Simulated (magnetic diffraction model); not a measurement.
## Nd₂Ga₂Co₆Rh₉: what an assumed order does to the neutron pattern

Space group R-3m (no. 166), a = 8.6710 Å, c = 12.8010 Å.

```
site  atom       x       y       z
  6c    Nd     1/3     2/3  0.0153
 18h    Rh  0.9970  0.4985  0.1436
  9d    Rh     1/3     1/6     1/6
  6c    Ga     1/3     2/3  0.7779
 18f    Co  0.7139  0.7139       0
```

The compound is invented for this exercise: a known structure type with other elements, its cell scaled to their sizes and not relaxed.

Only Nd is taken to order (form factors of Nd3+); orders and moment sizes are assumed, and not adapted to the symmetry. Radiation: neutrons of λ = 2.52 Å, 1.5° to 70°; isotropic B of 0.34 Å² (Nd), 0.38 Å² (Rh), 0.41 Å² (Ga) and 0.5 Å² (Co). Simulated constant-wavelength pattern: nuclear and magnetic terms add, the magnetic one as |2.695 fm × Σ f S⊥ exp(2πi Q·r) exp(−B s²)|², summed over all Q at one angle with the factor 1/(sin²θ cos θ). For a modulated order the moment at position r is S exp(−2πi k·r) + c.c., with S = m/2 for a sine wave of amplitude m and S = m(u + iv)/2 for moments turning in a plane, u and v being orthogonal unit vectors in it; the phase factor of the sum at Q = H + k is then exp(2πi H·r). Free-ion form factors, Sears's scattering lengths of 1992, no absorption; a label names one of the reflections at its angle. The strongest nuclear line in the range is 100, and lines under 0.2 are left out.

Assume the order k = (1/3 1/3 1/2), moments turning in the plane of [001] and [100], 2.7 μB on Nd; signs + at (1/3, 2/3, 0.0153), − at (1/3, 2/3, 0.3180).

Predict the pattern, nuclear and magnetic parts apart.

```csv
2θ (°),index,nuclear,magnetic
12.48,(2/3 -1/3 1/2),0.0,12.2
20.34,(1/3 -2/3 3/2),0.0,13.3
22.43,(1 0 1),5.1,0.0
23.06,(-4/3 2/3 1/2),0.0,3.6
28.20,(2/3 -4/3 3/2),0.0,8.3
29.98,(0 1 2),2.1,0.0
30.26,(1/3 4/3 -1/2),0.0,8.0
30.67,(1/3 1/3 -5/2),0.0,3.0
33.79,(1 1 0),4.8,0.0
34.35,(0 0 3),36.6,0.0
34.41,(4/3 1/3 3/2),0.0,9.1
36.50,(2/3 2/3 5/2),0.0,2.1
40.94,(0 2 1),0.7,0.0
41.31,(5/3 2/3 1/2),0.0,3.4
41.62,(1/3 4/3 5/2),0.0,4.8
41.94,(1/3 1/3 7/2),0.0,0.8
44.57,(2/3 5/3 3/2),0.0,6.4
45.79,(2 0 2),0.8,0.0
45.98,(8/3 -4/3 1/2),0.0,0.9
46.56,(2/3 2/3 -7/2),0.0,0.6
48.95,(1 1 3),46.6,0.0
49.00,(4/3 -8/3 3/2),0.0,3.1
50.32,(7/3 1/3 -1/2),0.0,2.0
50.59,(5/3 2/3 -5/2),0.0,3.0
50.68,(1 0 4),25.6,0.0
50.86,(4/3 -5/3 7/2),0.0,1.3
53.15,(1/3 7/3 3/2),0.0,4.8
53.92,(1/3 -2/3 9/2),0.0,1.4
54.09,(2 1 1),0.7,0.0
54.65,(4/3 4/3 -5/2),0.0,1.0
57.82,(2/3 -4/3 9/2),0.0,1.3
58.11,(1 2 2),6.2,0.0
58.27,(-10/3 5/3 1/2),0.0,0.6
58.52,(7/3 1/3 5/2),0.0,2.1
58.76,(5/3 2/3 7/2),0.0,1.0
60.45,(3 0 0),30.4,0.0
60.84,(5/3 -10/3 3/2),0.0,2.1
61.56,(4/3 1/3 9/2),0.0,2.3
61.99,(2/3 8/3 1/2),0.0,2.0
62.31,(0 2 4),100.0,0.0
62.46,(4/3 4/3 7/2),0.0,0.4
62.66,(0 1 5),0.5,0.0
64.48,(8/3 2/3 3/2),0.0,2.7
65.59,(4/3 7/3 -1/2),0.0,1.7
65.82,(5/3 5/3 5/2),0.0,0.7
66.05,(7/3 1/3 -7/2),0.0,0.8
66.73,(1/3 1/3 -11/2),0.0,0.9
68.00,(7/3 4/3 3/2),0.0,2.6
```
(The table stops after 48 lines; 2 more lie at higher angle.)

The strongest magnetic line in the range is (1/3 -2/3 3/2) at 20.34° (13.3). On top of the Lorentz factor, which all lines share, magnetic lines fade with angle because f falls: for Nd3+ it is 0.98, 0.90, 0.79 and 0.54 at sin θ/λ = 0.1, 0.2, 0.3 and 0.5 Å⁻¹, while nuclear lengths stay constant. The order has no net moment.

[Logs are printed without paths, hosts, clocks, repeated set-up lines and the standing remarks that a program may print on its own settings, such as how far it seeks lower states.]
